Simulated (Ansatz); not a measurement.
**MgSiS3 (model cell, started as cubic perovskite with Si in the octahedra): following an unstable mode**

Aim: this structure of MgSiS3 (model cell, started as cubic perovskite with Si in the octahedra) is to be tested for unstable modes, and one is followed downhill.

Calculated with Ansatz 0.2.0; DFT LDA, scalar-relativistic, plane waves, PAW; PAW set soft_1.

The structure was built from a prototype and need not be the compound's stable phase.

### Step 1. The structure

It takes space group Pm-3m (No. 221, cubic). The conventional cell has a = 4.469 Å, b = 4.469 Å, c = 4.469 Å, α = 90.00°, β = 90.00°, γ = 90.00°. Nearest to Mg lie 12 S at 3.16 Å. Nearest to Si lie 6 S at 2.23 Å. Nearest to S lie 2 Si at 2.23 Å and 4 Mg at 3.16 Å. Farther neighbours and most contacts between anions are not listed.

### Step 2. Response at finite wavevector

The cell comes from relaxations at this level that are not shown. Stability and thermal properties need the whole zone. Linear response on a 4×4×4 q mesh gives force constants as far as a supercell of that size would.

input.yaml

```yaml
crystal:
  lattice:
    - [4.4685187904, 0.0, 0.0]
    - [0.0, 4.4685187904, 0.0]
    - [0.0, 0.0, 4.4685187904]
  atoms:
    - { symbol: Mg, position: [0.0, 0.0, 0.0] }
    - { symbol: Si, position: [0.5, 0.5, 0.5] }
    - { symbol: S, position: [0.5, 0.5, 0.0] }
    - { symbol: S, position: [0.5, 0.0, 0.5] }
    - { symbol: S, position: [0.0, 0.5, 0.5] }
kpoints:
  mp_grid: { grid: [8, 8, 8] }
hamiltonian:
  xc: lda
  pseudopotentials: { kind: paw, azcp: { folder: soft_1 }, xc_functional: pbe }
scf:
  occupations: { method: methfessel_paxton, width: 0.2 }
output:
  eigenvalues: true
phonons:
  method: dfpt
  qmesh: [4, 4, 4]
  temperatures: { t_max: 1000, t_step: 50 }
  qpath:
    path:
      - [[0.0, 0.0, 0.0], [0.0, 0.5, 0.0], [0.5, 0.5, 0.0], [0.0, 0.0, 0.0], [0.5, 0.5, 0.5], [0.0, 0.5, 0.0]]
      - [[0.5, 0.5, 0.5], [0.5, 0.5, 0.0]]
    npoints: 10
```

The run is started by

```console
> ansatz run input.yaml --threads 4 --pin off --max-ram 16384MiB --backend cpu --events-out ev --progress --plain --runs-dir out
```

Numbers of over 12 decimals in the logs are rounded to 6 here.

The program printed:

```text
Engine: ansatz 0.2.0, aarch64-unknown-linux-gnu
Pseudopotentials: kind: paw
Pseudopotential: Mg, paw, valence charge 10, recommended cutoff 420 eV (normal), soft_1/Mg.paw.azcp
Pseudopotential: Si, paw, valence charge 4, recommended cutoff 420 eV (normal), soft_1/Si.paw.azcp
Pseudopotential: S, paw, valence charge 6, recommended cutoff 420 eV (normal), soft_1/S.paw.azcp
Functional definition: SPW92
  exchange = slater_x
  correlation = pw_c
Crystal: 5 atoms, lattice volume = 89.226 Å³
Basis set: ecut = 420 eV, 1743 PW (Γ), exchange–correlation on 60×60×60 points (8 copies of the dense FFT grid, shifted against one another)
Bands: 21, of which v1, the nominal top of the filled ones, is band 16 counted from 1 (15 counted from 0)
Symmetry: 48 space group operations
k-points: 35 of 512
Non-local potential: Mg, projectors of the file, l = 0: 3, l = 1: 2, l = 2: 1
Non-local potential: Si, projectors of the file, l = 0: 2, l = 1: 2, l = 2: 1
Non-local potential: S, projectors of the file, l = 0: 2, l = 1: 2, l = 2: 1
PAW form: soft (Blöchl's): semilocal exchange-correlation on the pseudo side does not see the compensation charge
PAW frozen core: Mg, regenerated for the run's functional, and the local potential with it (the file was generated under x = pbe(κ = 0.804, μ = 0.219515), c = pbe(β = 0.066725))
PAW frozen core: Si, regenerated for the run's functional, and the local potential with it (the file was generated under x = pbe(κ = 0.804, μ = 0.219515), c = pbe(β = 0.066725))
PAW frozen core: S, regenerated for the run's functional, and the local potential with it (the file was generated under x = pbe(κ = 0.804, μ = 0.219515), c = pbe(β = 0.066725))
PAW one-centre angular grid: Mg, 110 points (default); XC on 64 Gauss nodes
PAW one-centre angular grid: Si, 110 points (default); XC on 64 Gauss nodes
PAW one-centre angular grid: S, 110 points (default); XC on 64 Gauss nodes
Initial density: superposition of atomic densities (chi_scale 0.1, normalization cell, long waves kept (reshape's long-wave potential 0.01 eV rms))
Initial wavefunctions: pseudopotential atomic-orbital guess
Functional: x = slater, c = lda
SCF iter   1: F=—  HF=-5120.434216 eV  |F-HF|=—  |Δ(HF+E_count)|=         —  Δρ=3.31e-2  dr2=7.39e-1  ethr=3.10e-3  ⟨swp⟩=6.6  Hψ=4283  notcnv=0
preconditioner: auto → Kerker (q_TF=auto, 2.300 Å⁻¹)  [metal: Δε(μ)=0.020 eV  Ē_g=9.517 eV  σ=0.200 eV  W_gap=0.08  n_scr=18 (ndim 8)  ℏωp=19.3 eV  f_vac=0.000  D(μ)=2.31/eV (n_scr^D=18)]
SCF iter   2: F=—  HF=-5120.286555 eV  |F-HF|=—  |Δ(HF+E_count)|=   1.48e-1  S|Δr|=    0.00e0  Δρ=1.77e-2  dr2=2.00e-1  ethr=2.31e-3  ⟨swp⟩=1.9  Hψ=1090  notcnv=0  defer=8
SCF iter   3: F=—  HF=-5120.260018 eV  |F-HF|=—  |Δ(HF+E_count)|=   2.65e-2  S|Δr|=    0.00e0  Δρ=2.89e-3  dr2=7.79e-3  ethr=6.26e-4  ⟨swp⟩=2.9  Hψ=1345  notcnv=0  defer=8
SCF iter   4: F=—  HF=-5120.260130 eV  |F-HF|=—  |Δ(HF+E_count)|=   1.12e-4  S|Δr|=    0.00e0  Δρ=6.92e-4  dr2=9.80e-4  ethr=2.43e-5  ⟨swp⟩=2.3  Hψ=979  notcnv=0  defer=8
SCF iter   5: F=—  HF=-5120.259907 eV  |F-HF|=—  |Δ(HF+E_count)|=   2.22e-4  S|Δr|=    0.00e0  Δρ=2.23e-4  dr2=4.34e-5  ethr=3.06e-6  ⟨swp⟩=2.6  Hψ=1225  notcnv=0  defer=8
SCF iter   6: F=—  HF=-5120.259885 eV  |F-HF|=—  |Δ(HF+E_count)|=   2.25e-5  S|Δr|=    0.00e0  Δρ=6.67e-5  dr2=4.47e-6  ethr=1.36e-7  ⟨swp⟩=2.1  Hψ=1219  notcnv=0  defer=8
SCF iter   7: F=—  HF=-5120.259880 eV  |F-HF|=—  |Δ(HF+E_count)|=   4.44e-6  S|Δr|=    0.00e0  Δρ=1.36e-5  dr2=2.43e-7  ethr=1.40e-8  ⟨swp⟩=2.4  Hψ=1230  notcnv=0  defer=8
SCF iter   8: F=—  HF=-5120.259879 eV  |F-HF|=—  |Δ(HF+E_count)|=   8.68e-7  S|Δr|=    0.00e0  Δρ=1.92e-6  dr2=4.03e-9  ethr=7.59e-10  ⟨swp⟩=2.4  Hψ=1287  notcnv=0  defer=11
SCF iter   9: F=—  HF=-5120.259879 eV  |F-HF|=—  |Δ(HF+E_count)|=  1.87e-10  S|Δr|=    0.00e0  Δρ=4.12e-7  dr2=1.99e-10  ethr=1.26e-11  ⟨swp⟩=2.7  Hψ=1215  notcnv=0  defer=11
SCF iter  10: F=-5120.259879 eV  HF=-5120.259879 eV  |F-HF|=0.00e0  |Δ(HF+E_count)|=  1.82e-12  S|Δr|=    0.00e0  Δρ=9.18e-8  dr2=8.74e-12  ethr=1.00e-12  ⟨swp⟩=8.7  Hψ=4236  notcnv=0
SCF 1 converged in 10 iterations: F = -5120.259879 eV  dr2 = 8.74e-12
  greatest PAW one-centre occupation: 1.000 electrons in one spin orbital (limit 2), on the Mg atom at site 0 (counted from 0), in its partial waves of l = 0
Initial density: read from a saved state, or passed on in memory by an earlier SCF of this step, an earlier step, the calling program or the single point that the run made first
iter 1 solved again at ethr=9.37e-7 eV; its pass at ethr=3.10e-3 eV (dr2=3.00e-4 eV) is discarded
SCF iter   1: F=—  HF=-5120.259877 eV  |F-HF|=—  |Δ(HF+E_count)|=         —  Δρ=3.27e-6  dr2=1.16e-8  ethr=9.37e-7  ⟨swp⟩=3.5  Hψ=6173  notcnv=0
eigensolver tolerance schedule: the retry pair's looser diagonalisation over-reported the residual by 25916.32 of it (diagonalisation noise at an unbounded share of the residual, at the tolerance the schedule requests for it); recorded, not acted on — ethr = c·dr2/N_el stays at c = 1.0e-1
preconditioner: auto → Resta (q_TF=auto, 2.300 Å⁻¹)  ε∞=5.2  [insulator: Δε(μ)=0.138 eV  Ē_g=9.415 eV  σ=0.200 eV  W_gap=0.53  n_scr=18 (ndim 8)  ℏωp=19.3 eV  f_vac=0.000  D(μ)=1.71/eV (n_scr^D=6)  ε∞_Penn≈5.2]
SCF iter   2: F=—  HF=-5120.259879 eV  |F-HF|=—  |Δ(HF+E_count)|=   2.49e-6  S|Δr|=    0.00e0  Δρ=2.16e-6  dr2=5.27e-9  ethr=3.62e-11  ⟨swp⟩=4.7  Hψ=2199  notcnv=0
SCF iter   3: F=—  HF=-5120.259879 eV  |F-HF|=—  |Δ(HF+E_count)|=   1.21e-9  S|Δr|=    0.00e0  Δρ=1.26e-6  dr2=1.73e-9  ethr=1.65e-11  ⟨swp⟩=1.1  Hψ=764  notcnv=0
SCF iter   4: F=—  HF=-5120.259879 eV  |F-HF|=—  |Δ(HF+E_count)|=  4.50e-10  S|Δr|=    0.00e0  Δρ=6.42e-7  dr2=4.34e-10  ethr=5.42e-12  ⟨swp⟩=1.5  Hψ=909  notcnv=0
SCF iter   5: F=—  HF=-5120.259879 eV  |F-HF|=—  |Δ(HF+E_count)|=  1.09e-10  S|Δr|=    0.00e0  Δρ=3.19e-7  dr2=1.05e-10  ethr=1.36e-12  ⟨swp⟩=1.7  Hψ=897  notcnv=0
SCF iter   6: F=—  HF=-5120.259879 eV  |F-HF|=—  |Δ(HF+E_count)|=  2.91e-11  S|Δr|=    0.00e0  Δρ=1.44e-7  dr2=2.35e-11  ethr=1.00e-12  ⟨swp⟩=1.0  Hψ=735  notcnv=0
SCF iter   7: F=—  HF=-5120.259879 eV  |F-HF|=—  |Δ(HF+E_count)|=    0.00e0  S|Δr|=    0.00e0  Δρ=1.45e-7  dr2=2.23e-11  ethr=1.00e-12  ⟨swp⟩=3.2  Hψ=1796  notcnv=0
SCF iter   8: F=-5120.259879 eV  HF=-5120.259879 eV  |F-HF|=7.28e-12  |Δ(HF+E_count)|=  5.46e-12  S|Δr|=    0.00e0  Δρ=9.60e-8  dr2=9.86e-12  ethr=1.00e-12  ⟨swp⟩=1.0  Hψ=1612  notcnv=0
SCF 2 converged in 8 iterations: F = -5120.259879 eV  dr2 = 9.86e-12
phonons: the bands overlap, so this run is a metal and interpolates without the dipole-dipole term. If the crystal is really an insulator or semiconductor, its LO-TO splitting is missing
NSCF: frozen V_eff on 35 k-points
NSCF: frozen V_eff on 125 k-points
DFPT response loops at q = (0, 0, 0) (fractional): preconditioner auto → Kerker (q_TF=auto, 2.300 Å⁻¹) (partly filled bands, converged f_vac=0.000); β = 1.00, the filter's whole step (`scf.mixing.beta` (0.50) is not read by the response loops under this deck's `scf.mixing.preconditioner`; to damp them name `kerker` or `kerker_dos`, under which they read `scf.mixing.beta`, and type it under 1.00, their step now; both keys bind the ground state too); Broyden in place of MSR1
NSCF: frozen V_eff on 400 k-points
DFPT response loops at q = (0, 0, 0.25) (fractional): mixed as the last ones told, above
NSCF: frozen V_eff on 250 k-points
DFPT response loops at q = (0, 0, -0.5) (fractional): mixed as the last ones told, above
NSCF: frozen V_eff on 640 k-points
DFPT response loops at q = (0, 0.25, 0.25) (fractional): mixed as the last ones told, above
NSCF: frozen V_eff on 400 k-points
DFPT response loops at q = (0, 0.25, -0.5) (fractional): mixed as the last ones told, above
NSCF: frozen V_eff on 250 k-points
DFPT response loops at q = (0, -0.5, -0.5) (fractional): mixed as the last ones told, above
NSCF: frozen V_eff on 1024 k-points
DFPT response loops at q = (0.25, 0.25, 0.25) (fractional): mixed as the last ones told, above
NSCF: frozen V_eff on 640 k-points
DFPT response loops at q = (0.25, 0.25, -0.5) (fractional): mixed as the last ones told, above
NSCF: frozen V_eff on 400 k-points
DFPT response loops at q = (0.25, -0.5, -0.5) (fractional): mixed as the last ones told, above
NSCF: frozen V_eff on 250 k-points
DFPT response loops at q = (-0.5, -0.5, -0.5) (fractional): mixed as the last ones told, above
SCF converged after 10 iterations
Stability not checked: this state was not tested for a lower state beside it, because cold or Methfessel-Paxton smearing, or corrected tetrahedra, fill the levels in a way that the test cannot read (fill_not_monotonic; see scf.lower_state_search)
Free energy (F): -5120.259879 eV
Harris-Foulkes:  -5120.259879 eV  (|F-HF|=0.00e0)
Internal energy: -5120.262792 eV  (E = F + TS)
E sigma→0 (E₀):  -5120.260607 eV
Entropy (-TS):   0.002912 eV (0.582 meV/atom)
Fermi energy:    7.276201 eV
--- Per-component energies (eV) ---
  E_band       = -327.546742
  E_kinetic    = 437.156317
  E_local      = -2018.316509  (includes V_loc(G=0)·N_el)
  E_nonlocal   = 325.344380
  E_hartree    = 671.864803
  E_xc         = -349.665909
  E_vxc        = -334.636893  (∫ρ·V_xc dr)
  E_paw        = -2497.066767  (= ΣΔE_a)
  E_vpaw       = -80.823545  (= ΣTr[D̂ρ^β])
  E_aug_tail   = -0.000111  (compensation charges beyond the density's cutoff)
  E_ewald      = -1690.273399
  E_core_change = 0.694403  (= ΣΔE_core)
  E_smearing   = 0.002912  (= −TS)
  E_closure    = 0.000000  (closes the sum)
  Σ components = -5120.259879   (vs F -5120.259879, Δ=0.00e0)
--- Band table (eV; the first three rows and the last of 35) ---
  k-point 0: bands = [... 12 lower, 6.0030, 6.0030, 6.1034, 6.1034, 6.1034, 8.4819, 11.3011, 11.3011, ... 1 higher]
  k-point 1: bands = [... 12 lower, 5.7496, 5.7496, 5.8485, 6.0814, 6.0814, 9.0371, 11.3721, 11.7657, ... 1 higher]
  k-point 2: bands = [... 12 lower, 5.1452, 5.4216, 5.5164, 6.1221, 6.1221, 10.0278, 11.5644, 11.8511, ... 1 higher]
  k-point 34: bands = [... 12 lower, 5.2964, 6.6452, 7.8567, 7.8567, 7.8567, 9.8438, 9.8438, 9.8438, ... 1 higher]
--- Phonons (Γ-DFPT): 4 representative perturbations + reference (Σ response iterations 12) ---
  ASR residual: 4.317e-5 → 0.000e0 eV/Å²; symmetrization residual: 7.060e-6 eV/Å²
  ASR residual per site (eV/Å²): 4.32e-5 1.12e-5 1.25e-5 1.25e-5 1.25e-5
  Γ frequencies (cm⁻¹): -229.69 -229.69 -229.69 -179.10 -179.10 -179.10 -19.60 -19.60 -19.60 0.00 0.00 0.00 409.31 409.31 409.31
--- Phonons (arbitrary-q DFPT): 10 irreducible q on the 4×4×4 mesh ---
  q = [0.0000, 0.0000, 0.0000] (star 1, of the zone-centre solve; hermiticity 1.02e-6, symmetrization 4.99e-13): -229.69 -229.69 -229.69 -179.10 -179.10 -179.10 -19.60 -19.60 -19.60 0.00 0.00 0.00 409.31 409.31 409.31
  q = [0.0000, 0.0000, 0.2500] (star 6, 9 solved perturbations in 1560 linear systems a pass and spin channel, the states on 200 of 512 k-point pairs; hermiticity 8.04e-7, symmetrization 3.07e-13): -239.07 -176.43 -176.43 -167.86 -161.91 -161.91 -18.29 -14.13 -14.13 68.96 68.96 202.44 393.15 406.12 406.12
  q = [0.0000, 0.0000, -0.5000] (star 3, 9 solved perturbations in 975 linear systems a pass and spin channel, the states on 125 of 512 k-point pairs; hermiticity 8.20e-7, symmetrization 3.35e-13): -264.10 -171.69 -171.69 -151.34 -127.05 -127.05 -51.31 -28.87 -28.87 91.45 91.45 324.76 365.33 405.67 405.67
  q = [0.0000, 0.2500, 0.2500] (star 12, 9 solved perturbations in 2460 linear systems a pass and spin channel, the states on 320 of 512 k-point pairs; hermiticity 7.50e-7, symmetrization 4.97e-14): -211.53 -190.41 -168.36 -161.57 -134.25 -129.45 -46.30 -39.65 28.39 98.10 214.97 222.51 372.54 402.48 409.64
  q = [0.0000, 0.2500, -0.5000] (star 12, 15 solved perturbations on 200 of 512 k-point pairs; hermiticity 6.49e-7, symmetrization 2.71e-14): -235.78 -202.96 -163.25 -156.38 -119.12 -81.78 -67.44 -54.10 64.60 117.00 233.21 339.56 346.65 401.58 404.80
  q = [0.0000, -0.5000, -0.5000] (star 3, 9 solved perturbations in 975 linear systems a pass and spin channel, the states on 125 of 512 k-point pairs; hermiticity 7.14e-7, symmetrization 1.75e-13): -231.26 -201.52 -201.52 -114.60 -114.60 -109.71 -26.89 -26.89 113.40 135.21 325.12 348.67 348.67 395.82 397.89
  q = [0.2500, 0.2500, 0.2500] (star 8, 4 solved perturbations in 1376 linear systems a pass and spin channel, the states on 512 of 512 k-point pairs; hermiticity 6.28e-7, symmetrization 9.09e-14): -204.05 -196.05 -196.05 -154.89 -154.89 -101.72 -51.16 76.64 76.64 227.06 227.06 242.10 367.95 367.95 422.64
  q = [0.2500, 0.2500, -0.5000] (star 12, 9 solved perturbations in 2460 linear systems a pass and spin channel, the states on 320 of 512 k-point pairs; hermiticity 6.65e-7, symmetrization 4.96e-14): -227.23 -221.93 -188.65 -162.42 -148.83 -117.64 84.65 86.51 108.57 239.05 250.07 339.21 351.42 368.61 427.60
  q = [0.2500, -0.5000, -0.5000] (star 6, 9 solved perturbations in 1560 linear systems a pass and spin channel, the states on 200 of 512 k-point pairs; hermiticity 5.43e-7, symmetrization 8.91e-14): -233.89 -221.14 -221.14 -154.21 -154.21 -140.26 118.72 118.72 132.97 256.80 321.67 349.58 360.07 360.07 427.40
  q = [-0.5000, -0.5000, -0.5000] (star 1, 4 solved perturbations in 350 linear systems a pass and spin channel, the states on 125 of 512 k-point pairs; hermiticity 2.81e-8, symmetrization 4.28e-13): -237.57 -237.57 -237.57 -159.51 -159.51 -159.51 147.96 147.96 147.96 322.88 322.88 369.52 369.52 369.52 426.64
  sum rule: each row above includes the acoustic sum rule's correction from the zone centre's row sums; it moved no ω² by more than (0.70 cm⁻¹)²
  mesh force constants: q→R imaginary residual 4.51e-19; ASR residual 4.317e-5 → 0.000e0 eV/Å²; symmetrization residual 2.665e-14 eV/Å²
  interpolated dispersion: 62 rows × 15 modes
  density of states and harmonic sums: on the 16×16×16 q-mesh, interpolated from the force constants of a 4×4×4 supercell (no non-analytic term)
  largest difference from the sums on the solved wave vectors: F 6.78e-2 eV, S 8.79e-5 and C_V 2.02e-5 eV/K
  zero-point energy: 0.122477 eV/cell   skipped modes (ω ≤ 0): 1211, of them read as no rigid motion or as one in doubt: 1208 (7.250e0 modes/cell left out, lowest -264.10 cm⁻¹)   left out of the sums: 4.83e-1 of the cell's modes: C_V's classical limit lies that fraction below 3 k_B per atom; for a crystal, a wire or a layer, F and S can be off by more, and a phonons.interpolated_qmesh denser along its periods is the remedy for the sampling
```

Run time: 9.3 min. Hardware: 4 threads of Arm Neoverse V1, shared host; peak memory 2.1 GiB.

This step gave:

* volume per atom: 17.85 Å³
* gap on the k-mesh: 0 eV
* sum-rule residual before enforcement: 4.32e-5 eV/Å²
* lowest frequency on the path: -264.1 cm⁻¹
* point group: m-3m
* highest frequency on the path or at a solved wavevector: 431.7 cm⁻¹
* highest optical mode at the zone centre (no LO-TO term): 409.3 cm⁻¹
* lowest optical zone-centre mode: -229.7 cm⁻¹
* lowest mode on the q mesh (acoustic modes at Γ apart): -264.1 cm⁻¹

Frequencies (cm⁻¹) solved at each irreducible wavevector; negative means imaginary. Frequencies by wavevector, by row:

```
q in reciprocal lattice units  star  mode 1  mode 2  mode 3  mode 4  mode 13  mode 14  mode 15
                        0 0 0     1  -229.7  -229.7  -229.7  -179.1    409.3    409.3    409.3
                     0 0 0.25     6  -239.1  -176.4  -176.4  -167.9    393.1    406.1    406.1
                     0 0 -0.5     3  -264.1  -171.7  -171.7  -151.3    365.3    405.7    405.7
                  0 0.25 0.25    12  -211.5  -190.4  -168.4  -161.6    372.5    402.5    409.6
                  0 0.25 -0.5    12  -235.8    -203  -163.2  -156.4    346.6    401.6    404.8
                  0 -0.5 -0.5     3  -231.3  -201.5  -201.5  -114.6    348.7    395.8    397.9
               0.25 0.25 0.25     8  -204.1  -196.1  -196.1  -154.9    367.9    367.9    422.6
               0.25 0.25 -0.5    12  -227.2  -221.9  -188.7  -162.4    351.4    368.6    427.6
               0.25 -0.5 -0.5     6  -233.9  -221.1  -221.1  -154.2    360.1    360.1    427.4
               -0.5 -0.5 -0.5     1  -237.6  -237.6  -237.6  -159.5    369.5    369.5    426.6
```

Interpolated from a 4×4×4 q mesh. Phonon branches along the path, in cm⁻¹:

```
    point  branch 1  branch 2  branch 3  branch 4  branch 12  branch 13  branch 14  branch 15
        Γ      -230      -230      -230      -179          0        409        409        409
  halfway      -239      -176      -176      -168        202        393        406        406
        X      -264      -172      -172      -151        325        365        406        406
  halfway      -236      -203      -163      -156        340        347        402        405
        M      -231      -202      -202      -115        349        349        396        398
  halfway      -212      -190      -168      -162        222        372        402        410
        Γ      -230      -230      -230      -179          0        409        409        409
  halfway      -204      -196      -196      -155        242        368        368        423
        R      -238      -238      -238      -160        370        370        370        427
  halfway      -227      -222      -189      -162        339        351        369        428
        X      -264      -172      -172      -151        325        365        406        406
jump to R      -238      -238      -238      -160        370        370        370        427
  halfway      -234      -221      -221      -154        350        360        360        427
        M      -231      -202      -202      -115        349        349        396        398
```

Symmetry leaves 10 wavevectors to solve. The lowest mode among them, the acoustic zeros apart, lies at q = (0, 0, -0.5) and is imaginary, 264.1i cm⁻¹, so the energy falls along it.

(Continued in part 2 of 3.)

[Logs are printed without paths, hosts, clocks, repeated set-up lines and the standing remarks that a program may print on its own settings, such as how far it seeks lower states.]

[Hosts, paths, dates, database ids (printed as entryN), source tags and the programs' standing remarks are cut or masked in the printed files.]
